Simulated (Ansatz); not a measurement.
**(PbS)1(AgBr)3 [001] superlattice, started as rocksalt type: relaxing the cell for a phonon run**

Task: relax (PbS)1(AgBr)3 [001] superlattice, started as rocksalt type tightly.

Main program and level: Ansatz 0.2.0; DFT LDA, scalar-relativistic, plane waves, PAW.

Report form: the programs' logs are mostly left out.

The structure was built from a prototype and need not be the compound's stable phase.

### Step 1. Set-up

Symmetry: P4/mmm, No. 123, tetragonal system. The conventional cell has a = 4.110 Å, b = 4.110 Å, c = 11.625 Å, α = 90.00°, β = 90.00°, γ = 90.00°. Nearest to Ag lie 1 S at 2.91 Å and 5 Br at 2.91 Å. Nearest to Ag lie 6 Br at 2.91 Å. Nearest to Br lie 5 Ag at 2.91 Å and 1 Pb at 2.91 Å. Nearest to Br lie 6 Ag at 2.91 Å. Nearest to Pb lie 4 S at 2.91 Å and 2 Br at 2.91 Å. Nearest to S lie 2 Ag at 2.91 Å and 4 Pb at 2.91 Å. Farther neighbours and most contacts between anions are not listed.

Structure file:

```cif
data_structure
_symmetry_space_group_name_H-M 'P4/mmm'
_symmetry_Int_Tables_number 123
_cell_length_a 4.1101
_cell_length_b 4.1101
_cell_length_c 11.6250
_cell_angle_alpha 90.000
_cell_angle_beta 90.000
_cell_angle_gamma 90.000
_cell_volume 196.38
loop_
_atom_site_label
_atom_site_type_symbol
_atom_site_symmetry_multiplicity
_atom_site_Wyckoff_symbol
_atom_site_fract_x
_atom_site_fract_y
_atom_site_fract_z
_atom_site_occupancy
Ag1 Ag 2 h 0.50000 0.50000 0.25000 1
Ag2 Ag 1 b 0.00000 0.00000 0.50000 1
Br1 Br 2 g 0.00000 0.00000 0.25000 1
Br2 Br 1 d 0.50000 0.50000 0.50000 1
Pb1 Pb 1 a 0.00000 0.00000 0.00000 1
S1 S 1 c 0.50000 0.50000 0.00000 1
```

### Step 2. Probe on a coarse mesh

First a cheap look: the gap decides the mesh and the occupations, the pressure tells how far the cell has to move.

Contents of input.yaml:

```yaml
crystal:
  lattice:
    - [2.90625, 2.90625, 0.0]
    - [-2.90625, 2.90625, 0.0]
    - [0.0, 0.0, 11.625]
  atoms:
    - { symbol: Ag, position: [0.5, 0.5, 0.25] }
    - { symbol: Ag, position: [0.0, 0.0, 0.5] }
    - { symbol: Ag, position: [0.5, 0.5, 0.75] }
    - { symbol: Br, position: [1.0, 0.0, 0.25] }
    - { symbol: Br, position: [0.5, 0.5, 0.5] }
    - { symbol: Br, position: [1.0, 0.0, 0.75] }
    - { symbol: Pb, position: [0.0, 0.0, 0.0] }
    - { symbol: S, position: [0.5, 0.5, 0.0] }
kpoints:
  mp_grid: { grid: [4, 4, 2] }
hamiltonian:
  xc: lda
scf:
  occupations: { method: gaussian, width: 0.1 }
output:
  forces: true
  stress: true
  eigenvalues: true
```

Command:

```console
$ ansatz run input.yaml --threads 8 --pin off --max-ram 14336MiB --backend cpu --events-out ev --progress --plain --runs-dir out
```

Run time: 1.7 s. Hardware: 8 threads of Intel Xeon 6975P-C (Granite Rapids), shared host; peak memory 0.85 GiB.

This step gave:

```yaml
pressure: -3.627 GPa
volume_per_atom: 24.55 Å³
gap_on_the_k_mesh: 0 eV
```

The coarse mesh shows no gap and a pressure of -3.6 GPa.

### Step 3. Coarse relaxation

A rough relaxation comes first, because large forces or stress need no tight tolerances yet.

Changes to input.yaml since step 2:

```diff
@@ -15,3 +15,3 @@
 kpoints:
-  mp_grid: { grid: [4, 4, 2] }
+  mp_grid: { grid: [6, 6, 2] }
 hamiltonian:
@@ -24 +24,6 @@
   eigenvalues: true
+relax:
+  adjacent_minimum: "off"
+  f_tol: 0.05
+  max_steps: 80
+  cell: { stress_tol: 0.5 }
```

It took 5.6 s on 8 threads; peak memory 0.93 GiB; 39 s of CPU time.

Step by step:

```csv
step,energy less that of the first step (eV),largest force component (eV/Å),pressure (GPa),volume (Å³)
1,0.0000,0.8524,-3.68,196.38
2,-0.3850,0.3041,0.50,179.82
3,-0.4331,0.2756,1.43,177.58
4,-0.4579,0.0416,-0.25,181.92
5*,-0.4554,0.0417,-0.25,181.92
```

Relaxation steps marked * repeat the geometry before them on a plane-wave basis chosen anew for their cell, so energy and pressure can jump there.

The run keeps the 16 symmetry operations that it works with, so distortions that break them were not tested.

| conventional cell, symmetrised | before | after | change |
| --- | --- | --- | --- |
| a (Å) | 4.110 | 4.026 | -2.0 % |
| b (Å) | 4.110 | 4.026 | -2.0 % |
| c (Å) | 11.625 | 11.223 | -3.5 % |
| volume (Å³/atom) | 24.55 | 22.74 | -7.4 % |

The atoms that moved most (Å, as changes of fractional coordinates times the final cell):

```
atom     dx     dy      dz  length
 Ag1  0.000  0.000  -0.208   0.208
 Ag3  0.000  0.000   0.208   0.208
 Br4  0.000  0.000   0.167   0.167
 Br6  0.000  0.000  -0.167   0.167
```

This step gave:

```yaml
pressure: -0.2518 GPa
volume_per_atom: 22.74 Å³
```

In this step the volume went from 24.55 to 22.74 Å³/atom.

### Step 4. Bringing the structure to rest

The cell and atoms are relaxed, since residual forces and stress would shift the frequencies.

Contents of input.yaml:

```yaml
crystal:
  lattice:
    - [2.8469166039, 2.8469166039, 0.0]
    - [-2.8469166039, 2.8469166039, 0.0]
    - [0.0, 0.0, 11.2226725221]
  atoms:
    - { symbol: Ag, position: [0.5, 0.5, 0.2314620375] }
    - { symbol: Ag, position: [0.0, 0.0, 0.5] }
    - { symbol: Ag, position: [0.5, 0.5, 0.7685379625] }
    - { symbol: Br, position: [1.0, 0.0, 0.2648708901] }
    - { symbol: Br, position: [0.5, 0.5, 0.5] }
    - { symbol: Br, position: [1.0, 0.0, 0.7351291099] }
    - { symbol: Pb, position: [0.0, 0.0, 0.0] }
    - { symbol: S, position: [0.5, 0.5, 0.0] }
kpoints:
  mp_grid: { grid: [8, 8, 4] }
hamiltonian:
  xc: lda
scf:
  occupations: { method: gaussian, width: 0.1 }
output:
  forces: true
  stress: true
  eigenvalues: true
relax:
  adjacent_minimum: "off"
  f_tol: 0.005
  max_steps: 80
  cell: { stress_tol: 0.05 }
```

Elapsed: 12 s, on 8 threads; peak memory 1 GiB; 81 s of CPU time.

Step by step:

| step | energy less that of the first step (eV) | largest force component (eV/Å) | pressure (GPa) | volume (Å³) |
| --- | --- | --- | --- | --- |
| 1 | 0.0000 | 0.0533 | -0.24 | 181.92 |
| 2 | -0.0012 | 0.0294 | 0.14 | 180.87 |
| 3 | -0.0016 | 0.0176 | 0.04 | 181.16 |
| 4 | -0.0017 | 0.0013 | 0.00 | 181.32 |
| 5* | -0.0016 | 0.0013 | 0.00 | 181.32 |

Relaxation steps marked * repeat the geometry before them on a plane-wave basis chosen anew for their cell, so energy and pressure can jump there.

Forces are held to the 16 operations that the run works with; a distortion that breaks them can't arise in this run.

| conventional cell, symmetrised | before | after | change |
| --- | --- | --- | --- |
| a (Å) | 4.026 | 4.022 | -0.1 % |
| b (Å) | 4.026 | 4.022 | -0.1 % |
| c (Å) | 11.223 | 11.208 | -0.1 % |
| volume (Å³/atom) | 22.74 | 22.67 | -0.3 % |

The atoms that moved most (Å, as changes of fractional coordinates times the final cell):

| atom | dx | dy | dz | length |
| --- | --- | --- | --- | --- |
| Ag3 | 0.000 | 0.000 | 0.021 | 0.021 |
| Ag1 | 0.000 | 0.000 | -0.021 | 0.021 |

This step gave:

```yaml
pressure: -0.001785 GPa
volume_per_atom: 22.67 Å³
```

In this step the volume went from 22.74 to 22.67 Å³/atom.

### Step 5. Relaxing to small forces for the phonons

Phonons need a cell at rest on their own settings, so the relaxation is repeated with tight tolerances on forces and stress, using the mesh and the filling of the phonon run that follows.

Contents of input.yaml:

```yaml
crystal:
  lattice:
    - [2.8441817403, 2.8441817403, 0.0]
    - [-2.8441817403, 2.8441817403, 0.0]
    - [0.0, 0.0, 11.2075082376]
  atoms:
    - { symbol: Ag, position: [0.5, 0.5, 0.2296009426] }
    - { symbol: Ag, position: [0.0, 0.0, 0.5] }
    - { symbol: Ag, position: [0.5, 0.5, 0.7703990574] }
    - { symbol: Br, position: [1.0, 0.0, 0.264898919] }
    - { symbol: Br, position: [0.5, 0.5, 0.5] }
    - { symbol: Br, position: [1.0, 0.0, 0.735101081] }
    - { symbol: Pb, position: [0.0, 0.0, 0.0] }
    - { symbol: S, position: [0.5, 0.5, 0.0] }
kpoints:
  mp_grid: { grid: [8, 8, 4] }
hamiltonian:
  xc: lda
scf:
  occupations: { method: methfessel_paxton, width: 0.15 }
output:
  forces: true
  stress: true
  eigenvalues: true
relax:
  adjacent_minimum: "off"
  f_tol: 0.001
  max_steps: 60
  cell: { stress_tol: 0.01 }
```

Run time: 10 s. Hardware: 8 threads; peak memory 1 GiB.

Little changed from the start: no atom moved by 0.005 Å and no cell edge by 0.1 %.

This step gave:

- pressure: -0.006314 GPa

The largest force component left is 0.26 meV/Å and the pressure is -0.006 GPa, within the tolerances set. The cell now holds 22.67 Å³/atom.

### Step 6. Outcome

* space group after relaxation (within 0.01 Å): P4/mmm
* lattice constant a: 4.022 Å
* lattice constant b: 4.022 Å
* lattice constant c: 11.208 Å
* volume per atom: 22.7 Å³

The largest force component left is 0.26 meV/Å and the pressure is -0.006 GPa, within the tolerances set. The cell now holds 22.67 Å³/atom. The relaxation keeps the symmetry of its start, so it says nothing on stability against lower symmetry. Spin-orbit coupling is left out, which can matter for the heavy elements here. The starting cell was built on a prototype and not taken from a measurement, so the phase need not exist.

[Logs are printed without paths, hosts, clocks, repeated set-up lines and the standing remarks that a program may print on its own settings, such as how far it seeks lower states.]

[Hosts, paths, dates, database ids (printed as entryN), source tags and the programs' standing remarks are cut or masked in the printed files.]
